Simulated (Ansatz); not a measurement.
# F on Cu(100): change of the work function, part 2 of 4

Aim: the work function of Cu(100) at several coverages of F (hollow site), and the dipole that each adsorbate carries.

Ansatz 0.2.0; plane-wave DFT, PBE, Ansatz PAW.

So far, work function, upper face (eV): step 2 (the clean slab) 4.57.

### Step 3. Adsorbate added, k-mesh 4×4×1, coverage 0.111 ML

System of this step: Cu36F (F/Cu(100)). The cell holds 37 atoms: 36 Cu and 1 F. Its edges and angles: a = 7.658 Å, b = 7.658 Å, c = 24.147 Å, α = 90.0°, β = 90.0°, γ = 90.0°. Vacuum lies along c.

The clean slab as it ended is repeated in the plane and the adsorbate is set on one face; the cell's size fixes the coverage, and the k-mesh shrinks with it to keep the sampling density about even. Adsorbate and upper layers relax, since the dipole depends on the height.

input.yaml reads:

```yaml
crystal:
  lattice:
    - [7.6579664403, 0.0, 0.0]
    - [0.0, 7.6579664403, 0.0]
    - [0.0, 0.0, 24.1470894331]
  atoms:
    - { symbol: Cu, position: [0.1666666667, 0.1666666667, 0.3727157273] }
    - { symbol: Cu, position: [0.0, 0.0, 0.4474659371] }
    - { symbol: Cu, position: [0.1666666667, 0.1666666667, 0.5235136092] }
    - { symbol: Cu, position: [0.0, 0.0, 0.5970893317] }
    - { symbol: Cu, position: [0.1666666667, 0.5, 0.3727157273] }
    - { symbol: Cu, position: [0.0, 0.3333333333, 0.4474659371] }
    - { symbol: Cu, position: [0.1666666667, 0.5, 0.5235136092] }
    - { symbol: Cu, position: [0.0, 0.3333333333, 0.5970893317] }
    - { symbol: Cu, position: [0.1666666667, 0.8333333333, 0.3727157273] }
    - { symbol: Cu, position: [0.0, 0.6666666667, 0.4474659371] }
    - { symbol: Cu, position: [0.1666666667, 0.8333333333, 0.5235136092] }
    - { symbol: Cu, position: [0.0, 0.6666666667, 0.5970893317] }
    - { symbol: Cu, position: [0.5, 0.1666666667, 0.3727157273] }
    - { symbol: Cu, position: [0.3333333333, 0.0, 0.4474659371] }
    - { symbol: Cu, position: [0.5, 0.1666666667, 0.5235136092] }
    - { symbol: Cu, position: [0.3333333333, 0.0, 0.5970893317] }
    - { symbol: Cu, position: [0.5, 0.5, 0.3727157273] }
    - { symbol: Cu, position: [0.3333333333, 0.3333333333, 0.4474659371] }
    - { symbol: Cu, position: [0.5, 0.5, 0.5235136092] }
    - { symbol: Cu, position: [0.3333333333, 0.3333333333, 0.5970893317] }
    - { symbol: Cu, position: [0.5, 0.8333333333, 0.3727157273] }
    - { symbol: Cu, position: [0.3333333333, 0.6666666667, 0.4474659371] }
    - { symbol: Cu, position: [0.5, 0.8333333333, 0.5235136092] }
    - { symbol: Cu, position: [0.3333333333, 0.6666666667, 0.5970893317] }
    - { symbol: Cu, position: [0.8333333333, 0.1666666667, 0.3727157273] }
    - { symbol: Cu, position: [0.6666666667, 0.0, 0.4474659371] }
    - { symbol: Cu, position: [0.8333333333, 0.1666666667, 0.5235136092] }
    - { symbol: Cu, position: [0.6666666667, 0.0, 0.5970893317] }
    - { symbol: Cu, position: [0.8333333333, 0.5, 0.3727157273] }
    - { symbol: Cu, position: [0.6666666667, 0.3333333333, 0.4474659371] }
    - { symbol: Cu, position: [0.8333333333, 0.5, 0.5235136092] }
    - { symbol: Cu, position: [0.6666666667, 0.3333333333, 0.5970893317] }
    - { symbol: Cu, position: [0.8333333333, 0.8333333333, 0.3727157273] }
    - { symbol: Cu, position: [0.6666666667, 0.6666666667, 0.4474659371] }
    - { symbol: Cu, position: [0.8333333333, 0.8333333333, 0.5235136092] }
    - { symbol: Cu, position: [0.6666666667, 0.6666666667, 0.5970893317] }
    - { symbol: F, position: [0.1666666667, 0.1666666667, 0.6272842727] }
kpoints:
  mp_grid: { grid: [4, 4, 1] }
hamiltonian:
  xc: pbe
scf:
  occupations: { method: fermi_dirac, width: 0.1 }
  convergence: { dr2_threshold: 1.0e-08 }
efield:
  axis: 3
  dipole_correction: true
  ramp_position: 0.97
  ramp_width: 0.06
relax:
  f_tol: 0.02
  max_steps: 60
  constraints:
    - { sites: [0, 1, 4, 5, 8, 9, 12, 13, 16, 17, 20, 21, 24, 25, 28, 29, 32, 33] }
output:
  write_potential: true
  write_density: true
  volumetric_format: npy
```

Run with:

```console
ansatz run input.yaml --threads 4 --pin off --max-ram 16384MiB --backend cpu --events-out ev --progress --plain --runs-dir out
```

What it wrote:

```text
[...]
Crystal: 37 atoms, lattice volume = 1416.093 Å³
Basis set: ecut = 420 eV, 27677 PW (Γ), exchange–correlation on 108×108×324 points (8 copies of the dense FFT grid, shifted against one another)
Bands: 415, of which v1, the nominal top of the filled ones, is band 346 counted from 1 (345 counted from 0)
Symmetry: 8 space group operations
[...]
k-points: 6 of 16
[...]
SCF iter   1: F=—  HF=-239302.842623 eV  |F-HF|=—  |Δ(HF+E_count)|=         —  Δρ=1.95e-3  dr2=1.77e-1  ethr=1.77e-3  p=0.085 e·Å  D=1.08e-2 V/Å  ΔV_dip=-0.26 eV  dr2_dipole=1.13e-2  V_vac-E_F(+/−)=4.24/4.50 eV  ⟨swp⟩=7.2  Hψ=10304  notcnv=0  defer=174
[...]
SCF iter  12: F=-239302.876464 eV  HF=-239302.876464 eV  |F-HF|=1.65e-7  |Δ(HF+E_count)|=   1.87e-7  Δρ=8.49e-7  dr2=7.93e-9  ethr=1.45e-12  p=0.050 e·Å  D=6.40e-3 V/Å  ΔV_dip=-0.15 eV  dr2_dipole=3.35e-10  V_vac-E_F(+/−)=4.42/4.57 eV  ⟨swp⟩=7.5  Hψ=17036  notcnv=0
SCF 1 converged in 12 iterations: F = -239302.876464 eV  dr2 = 7.93e-9
[...]
relax step   1: F+E_penalty+E_count = -239302.87646425 eV  Δ(F+E_penalty+E_count) = +0.000e0 eV  max|allowed force component| = 3.540e0 eV/Å  Δτ_max = 0.0000 Å  (12 SCF iters, accepted)
[...]
SCF iter  11: F=-239303.407699 eV  HF=-239303.407699 eV  |F-HF|=3.77e-8  |Δ(HF+E_count)|=   1.47e-7  Δρ=8.18e-7  dr2=6.48e-9  ethr=1.45e-12  p=0.023 e·Å  D=2.99e-3 V/Å  ΔV_dip=-0.07 eV  dr2_dipole=7.50e-11  V_vac-E_F(+/−)=4.50/4.57 eV  ⟨swp⟩=9.0  Hψ=15641  notcnv=0
SCF 2 converged in 11 iterations: F = -239303.407699 eV  dr2 = 6.48e-9
relax step   2: F+E_penalty+E_count = -239303.40769881 eV  Δ(F+E_penalty+E_count) = -5.312e-1 eV  max|allowed force component| = 2.442e0 eV/Å  Δτ_max = 0.1345 Å  (11 SCF iters, accepted)
SCF iter   1: F=—  HF=-239303.881236 eV  |F-HF|=—  |Δ(HF+E_count)|=         —  Δρ=2.91e-3  dr2=1.93e-1  ethr=2.69e-4  p=0.023 e·Å  D=2.99e-3 V/Å  ΔV_dip=-0.07 eV  dr2_dipole=2.78e-2  V_vac-E_F(+/−)=4.51/4.58 eV  ⟨swp⟩=5.0  Hψ=6483  notcnv=0  defer=240
[...]
SCF iter  12: F=-239303.836262 eV  HF=-239303.836261 eV  |F-HF|=3.15e-8  |Δ(HF+E_count)|=   6.32e-8  Δρ=4.78e-7  dr2=2.68e-9  ethr=1.45e-12  p=-0.032 e·Å  D=-4.11e-3 V/Å  ΔV_dip=0.10 eV  dr2_dipole=2.69e-10  V_vac-E_F(+/−)=4.66/4.56 eV  ⟨swp⟩=8.7  Hψ=15345  notcnv=0
SCF 3 converged in 12 iterations: F = -239303.836262 eV  dr2 = 2.68e-9
relax step   3: F+E_penalty+E_count = -239303.83626150 eV  Δ(F+E_penalty+E_count) = -4.286e-1 eV  max|allowed force component| = 9.530e-1 eV/Å  Δτ_max = 0.1949 Å  (12 SCF iters, accepted)
[...]
relax step   4: F+E_penalty+E_count = -239303.92732283 eV  Δ(F+E_penalty+E_count) = -9.106e-2 eV  max|allowed force component| = 1.701e-1 eV/Å  Δτ_max = 0.2000 Å  (11 SCF iters, accepted)
SCF iter   1: F=—  HF=-239303.931037 eV  |F-HF|=—  |Δ(HF+E_count)|=         —  Δρ=4.75e-4  dr2=4.82e-3  ethr=4.82e-6  p=-0.082 e·Å  D=-1.05e-2 V/Å  ΔV_dip=0.25 eV  dr2_dipole=6.59e-4  V_vac-E_F(+/−)=4.81/4.56 eV  ⟨swp⟩=4.2  Hψ=5524  notcnv=0  defer=264
[...]
SCF iter   9: F=-239303.931053 eV  HF=-239303.931053 eV  |F-HF|=5.34e-8  |Δ(HF+E_count)|=   5.61e-8  Δρ=6.70e-7  dr2=6.44e-9  ethr=1.45e-12  p=-0.095 e·Å  D=-1.21e-2 V/Å  ΔV_dip=0.29 eV  dr2_dipole=3.75e-11  V_vac-E_F(+/−)=4.85/4.55 eV  ⟨swp⟩=7.2  Hψ=17034  notcnv=0
SCF 5 converged in 9 iterations: F = -239303.931053 eV  dr2 = 6.44e-9
relax step   5: F+E_penalty+E_count = -239303.93105259 eV  Δ(F+E_penalty+E_count) = -3.730e-3 eV  max|allowed force component| = 1.143e-2 eV/Å  Δτ_max = 0.0282 Å  (9 SCF iters, accepted)
NSCF: frozen V_eff on 6 k-points
the search or the solves at the SCF's close seem to have found levels that the self-consistency loop had missed (the run counts 2). By its estimate they hold under 1e-12 electrons; where the run keeps them, the occupations were computed again with them
[...]
SCF converged after 9 iterations
Free energy (F): -239303.931053 eV
[...]
Internal energy: -239303.519633 eV  (E = F + TS)
E sigma→0 (E₀):  -239303.725343 eV
Entropy (-TS):   -0.411419 eV (-11.119 meV/atom)
Fermi energy:    1.847792 eV
Dipole field:    D = -0.012133 V/Å  (p = -0.094951 e·Å, saw-weighted, corrected)
Work function:   Φ+ = 4.8474 eV   Φ− = 4.5544 eV
[...]
--- Forces (eV/Å), atoms counted from 1 ---
  atom   1  Cu    -0.00000000     0.00000000     0.10358756
  atom   2  Cu    -0.02852995    -0.02852995    -0.15141993
  atom   3  Cu    -0.00000000     0.00000000     0.01143374
  atom   4  Cu     0.00095486     0.00095486    -0.00030820
  atom   5  Cu     0.00000000    -0.00010866     0.11215472
  atom   6  Cu    -0.02852995     0.02852995    -0.15141993
  atom   7  Cu     0.00000000    -0.00053203     0.00247495
  atom   8  Cu     0.00095486    -0.00095486    -0.00030820
  atom   9  Cu     0.00000000     0.00010866     0.11215472
  atom  10  Cu     0.02173279     0.00000000    -0.10348967
  atom  11  Cu     0.00000000     0.00053203     0.00247495
  atom  12  Cu     0.00214043     0.00000000    -0.00071289
  atom  13  Cu    -0.00010866     0.00000000     0.11215472
  atom  14  Cu     0.02852995    -0.02852995    -0.15141993
  atom  15  Cu    -0.00053203     0.00000000     0.00247495
  atom  16  Cu    -0.00095486     0.00095486    -0.00030820
  atom  17  Cu    -0.00743223    -0.00743223     0.11356184
  atom  18  Cu     0.02852995     0.02852995    -0.15141993
  atom  19  Cu    -0.00244727    -0.00244727    -0.00046846
  atom  20  Cu    -0.00095486    -0.00095486    -0.00030820
  atom  21  Cu    -0.00743223     0.00743223     0.11356184
  atom  22  Cu    -0.02173279     0.00000000    -0.10348967
  atom  23  Cu    -0.00244727     0.00244727    -0.00046846
  atom  24  Cu    -0.00214043     0.00000000    -0.00071289
  atom  25  Cu     0.00010866     0.00000000     0.11215472
  atom  26  Cu     0.00000000     0.02173279    -0.10348967
  atom  27  Cu     0.00053203     0.00000000     0.00247495
  atom  28  Cu     0.00000000     0.00214043    -0.00071289
  atom  29  Cu     0.00743223    -0.00743223     0.11356184
  atom  30  Cu     0.00000000    -0.02173279    -0.10348967
  atom  31  Cu     0.00244727    -0.00244727    -0.00046846
  atom  32  Cu     0.00000000    -0.00214043    -0.00071289
  atom  33  Cu     0.00743223     0.00743223     0.11356184
  atom  34  Cu    -0.00000000     0.00000000     0.00328094
  atom  35  Cu     0.00244727     0.00244727    -0.00046846
  atom  36  Cu    -0.00000000     0.00000000     0.00565198
  atom  37  F      0.00000000     0.00000000    -0.01112163
  max |Σ_I F_I| component: 1.98e-6 eV/Å
--- Band table (eV; the first three rows and the last of 6) ---
  k-point 0: bands = [... 342 lower, 0.8010, 1.4208, 1.4304, 1.5149, 1.5149, 1.8351, 2.0317, 2.1851, ... 65 higher]
  k-point 1: bands = [... 342 lower, 1.3053, 1.4183, 1.6857, 1.6946, 1.7295, 1.8288, 1.9026, 2.3633, ... 65 higher]
  k-point 2: bands = [... 342 lower, 1.5481, 1.5644, 1.8327, 1.9741, 2.2637, 2.2953, 2.3199, 2.4167, ... 65 higher]
  k-point 5: bands = [... 342 lower, 2.1225, 2.1233, 2.1319, 2.1330, 2.1330, 2.1645, 2.8280, 2.8399, ... 65 higher]
--- Relaxed structure (5 steps of the walk, 5 accepted, 0 SCFs on fresh bases) ---
  F+E_penalty+E_count = -239303.93105259 eV   max|allowed force component| = 1.143e-2 eV/Å
  atoms:
    - { symbol: Cu, position: [0.166667, 0.166667, 0.3727157273] }
    - { symbol: Cu, position: [1.666666e-11, 1.666666e-11, 0.4474659371] }
    - { symbol: Cu, position: [0.166667, 0.166667, 0.522053] }
    - { symbol: Cu, position: [-0.00401291, -0.00401291, 0.598482] }
    - { symbol: Cu, position: [0.166667, 0.500000, 0.3727157273] }
    - { symbol: Cu, position: [1.666666e-11, 0.333333, 0.4474659371] }
    - { symbol: Cu, position: [0.166667, 0.498229, 0.523711] }
    - { symbol: Cu, position: [-0.00401291, 0.337346, 0.598482] }
    - { symbol: Cu, position: [0.166667, 0.833333, 0.3727157273] }
    - { symbol: Cu, position: [1.666666e-11, 0.666667, 0.4474659371] }
    - { symbol: Cu, position: [0.166667, 0.835104, 0.523711] }
    - { symbol: Cu, position: [0.000446364, 0.666667, 0.596621] }
    - { symbol: Cu, position: [0.500000, 0.166667, 0.3727157273] }
    - { symbol: Cu, position: [0.333333, 1.666666e-11, 0.4474659371] }
    - { symbol: Cu, position: [0.498229, 0.166667, 0.523711] }
    - { symbol: Cu, position: [0.337346, -0.00401291, 0.598482] }
    - { symbol: Cu, position: [0.500000, 0.500000, 0.3727157273] }
    - { symbol: Cu, position: [0.333333, 0.333333, 0.4474659371] }
    - { symbol: Cu, position: [0.499043, 0.499043, 0.523848] }
    - { symbol: Cu, position: [0.337346, 0.337346, 0.598482] }
    - { symbol: Cu, position: [0.500000, 0.833333, 0.3727157273] }
    - { symbol: Cu, position: [0.333333, 0.666667, 0.4474659371] }
    - { symbol: Cu, position: [0.499043, 0.834290, 0.523848] }
    - { symbol: Cu, position: [0.332887, 0.666667, 0.596621] }
    - { symbol: Cu, position: [0.833333, 0.166667, 0.3727157273] }
    - { symbol: Cu, position: [0.666667, 1.666666e-11, 0.4474659371] }
    - { symbol: Cu, position: [0.835104, 0.166667, 0.523711] }
    - { symbol: Cu, position: [0.666667, 0.000446364, 0.596621] }
    - { symbol: Cu, position: [0.833333, 0.500000, 0.3727157273] }
    - { symbol: Cu, position: [0.666667, 0.333333, 0.4474659371] }
    - { symbol: Cu, position: [0.834290, 0.499043, 0.523848] }
    - { symbol: Cu, position: [0.666667, 0.332887, 0.596621] }
    - { symbol: Cu, position: [0.833333, 0.833333, 0.3727157273] }
    - { symbol: Cu, position: [0.666667, 0.666667, 0.4474659371] }
    - { symbol: Cu, position: [0.834290, 0.834290, 0.523848] }
    - { symbol: Cu, position: [0.666667, 0.666667, 0.597181] }
    - { symbol: F, position: [0.166667, 0.166667, 0.650373] }
```

Wall time 13 min (4 threads of Arm Neoverse V2, shared host); peak memory 10 GiB.

This run has no spin polarisation although its electron count is odd.

The steps of the relaxation:

```csv
step,energy less that of the first step (eV),largest force component (eV/Å)
1,0.0000,3.5405
2,-0.5312,2.4421
3,-0.9598,0.9530
4,-1.0509,0.1701
5,-1.0546,0.0114
```

The run keeps the 8 symmetry operations that the program found, so distortions that break them were not tested.

The atoms that moved most (Å):

```csv
atom,dx,dy,dz,length
F37,0.000,0.000,0.558,0.558
Cu4,-0.031,-0.031,0.034,0.055
Cu16,0.031,-0.031,0.034,0.055
Cu8,-0.031,0.031,0.034,0.055
Cu20,0.031,0.031,0.034,0.055
Cu3,0.000,0.000,-0.035,0.035
Cu27,0.014,0.000,0.005,0.014
Cu11,0.000,0.014,0.005,0.014
```

The relaxed structure:

```xyz
37
Lattice="7.6580 0.0000 0.0000 0.0000 7.6580 0.0000 0.0000 0.0000 24.1471" Properties=species:S:1:pos:R:3
Cu    1.2763    1.2763    9.0000
Cu    0.0000    0.0000   10.8050
Cu    1.2763    1.2763   12.6061
Cu   -0.0307   -0.0307   14.4516
Cu    1.2763    3.8290    9.0000
Cu    0.0000    2.5527   10.8050
Cu    1.2763    3.8154   12.6461
Cu   -0.0307    2.5834   14.4516
Cu    1.2763    6.3816    9.0000
Cu    0.0000    5.1053   10.8050
Cu    1.2763    6.3952   12.6461
Cu    0.0034    5.1053   14.4067
Cu    3.8290    1.2763    9.0000
Cu    2.5527    0.0000   10.8050
Cu    3.8154    1.2763   12.6461
Cu    2.5834   -0.0307   14.4516
Cu    3.8290    3.8290    9.0000
Cu    2.5527    2.5527   10.8050
Cu    3.8217    3.8217   12.6494
Cu    2.5834    2.5834   14.4516
Cu    3.8290    6.3816    9.0000
Cu    2.5527    5.1053   10.8050
Cu    3.8217    6.3890   12.6494
Cu    2.5492    5.1053   14.4067
Cu    6.3816    1.2763    9.0000
Cu    5.1053    0.0000   10.8050
Cu    6.3952    1.2763   12.6461
Cu    5.1053    0.0034   14.4067
Cu    6.3816    3.8290    9.0000
Cu    5.1053    2.5527   10.8050
Cu    6.3890    3.8217   12.6494
Cu    5.1053    2.5492   14.4067
Cu    6.3816    6.3816    9.0000
Cu    5.1053    5.1053   10.8050
Cu    6.3890    6.3890   12.6494
Cu    5.1053    5.1053   14.4202
F     1.2763    1.2763   15.7046
```

Numbers from this step:

| Quantity | Value |
| --- | --- |
| energy at zero smearing | -239303.7253 eV |
| work function, upper face | 4.847 eV |
| work function, lower face | 4.554 eV |
| dipole along the normal | -0.09495 e·Å |
| step between the vacuum levels | 0.2930 eV |

Running mean over 1.805 Å of the planar mean; the ramp of the sawtooth is left out. The electron's electrostatic potential energy less the Fermi level by z:

z (Å), electron's electrostatic potential energy less the Fermi level (eV) and a bar from the least value:
```
      3.0       4.55 #############################
      3.5       4.55 #############################
      4.0       4.55 #############################
      4.5       4.55 #############################
      5.0       4.55 #############################
      5.5       4.54 #############################
      6.0       4.52 #############################
      6.5       4.42 #############################
      7.0       4.08 ############################
      7.5       2.67 #########################
      8.0      -1.45 ################
      8.5      -6.21 ######
      9.0      -8.29 #
      9.5      -8.63 #
     10.0      -8.72 
     10.5      -8.77 
     11.0      -8.72 
     11.5      -8.51 #
     12.0      -8.52 #
     12.5      -8.74 
     13.0      -8.87 
     13.5      -8.90 
     14.0      -8.76 
     14.5      -8.33 #
     15.0      -6.00 ######
     15.5      -1.20 #################
     16.0       2.64 #########################
     16.5       4.05 ############################
     17.0       4.64 ##############################
     17.5       4.81 ##############################
     18.0       4.84 ##############################
     18.5       4.85 ##############################
     19.0       4.85 ##############################
     19.5       4.85 ##############################
     20.0       4.85 ##############################
     20.5       4.85 ##############################
     21.0       4.85 ##############################
```

The relaxation took 5 steps and lowered the energy by 1.1 eV; the largest force on the free atoms ends at 0.011 eV/Å.

The covered face has 4.85 eV, +0.28 eV against the clean one; the bare back face has moved by -0.03 eV, a measure of how thin the slab is.

(Part 2 of 4 ends here.)

[Long decimals in the printed logs are rounded to 6 places.]

[Logs are printed without paths, hosts, clocks, repeated set-up lines and the standing remarks that a program may print on its own settings, such as how far it seeks lower states.]

[Hosts, paths, dates, database ids (printed as entryN), source tags and the programs' standing remarks are cut or masked in the printed files.]

[Maps of the electrostatic potential energy from Ansatz leave out the sawtooth potential of an applied field or a dipole correction, so their vacuum need not be flat; planar profiles and work functions include it.]
